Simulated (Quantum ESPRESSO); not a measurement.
# GaN (wurtzite): which axis gives way under pressure?

Cell and atoms of wurtzite GaN are relaxed at set pressures, to see how each axis shrinks. The phase is followed to these pressures whether or not it stays the stable one.

Calculated with Quantum ESPRESSO 7.5, PBEsol, GBRV 1.5 ultrasoft potentials, cutoff 680 eV, Fermi–Dirac smearing 0.02 eV, k-mesh 10×10×6, no spin polarisation, no spin-orbit coupling.

Reference cell, relaxed at zero pressure with PBEsol (P6_3mc): a = 3.1837 Å, b = 3.1837 Å, c = 5.1872 Å, α = 90.00°, β = 90.00°, γ = 120.00°.

```
atom       x       y       z
  Ga  0.3333  0.6667  0.0003
  Ga  0.6667  0.3333  0.5003
   N  0.6667  0.3333  0.1237
   N  0.3333  0.6667  0.6237
```

| P (GPa) | a (Å) | c (Å) | c/a |
| --- | --- | --- | --- |
| −3.93 | 3.2067 | 5.2248 | 1.6294 |
| −0.08 | 3.1839 | 5.1876 | 1.6293 |
| 4.92 | 3.1575 | 5.1444 | 1.6293 |
| 14.84 | 3.1122 | 5.0727 | 1.6299 |
| 19.81 | 3.0924 | 5.0412 | 1.6302 |
| 29.74 | 3.0568 | 4.9856 | 1.6310 |

**Question.** Give the linear compressibility of each axis at zero pressure, and the edges at 9.89 GPa, a row left out above.

Least squares with l = l0 + l1 P + l2 P² gives for a: l0 = 3.1840 Å, l1 = −5.439e−3 Å/GPa, l2 = 3.94e−5 Å/GPa², so β = −l1/l0 = 1.708 × 10⁻³ GPa⁻¹ and the withheld edge is 3.1341 Å. The run itself gives 3.1338 Å, so the estimate misses by 0.0003 Å; the fitted rows themselves lie up to 0.0007 Å off the law.

Least squares with l = l0 + l1 P + l2 P² gives for c: l0 = 5.1878 Å, l1 = −8.816e−3 Å/GPa, l2 = 6.86e−5 Å/GPa², so β = −l1/l0 = 1.699 × 10⁻³ GPa⁻¹ and the withheld edge is 5.1073 Å. The run itself gives 5.1066 Å, so the estimate misses by 0.0007 Å; the fitted rows themselves lie up to 0.0016 Å off the law.

The compressibilities add to the volume compressibility, 2β_a + β_c = 5.116 × 10⁻³ GPa⁻¹, or B0 ≈ 195 GPa; a parabola over so wide a range errs a few per cent to the stiff side. The axes shrink nearly alike.

[Logs are printed without paths, hosts, clocks, repeated set-up lines and the standing remarks that a program may print on its own settings, such as how far it seeks lower states.]
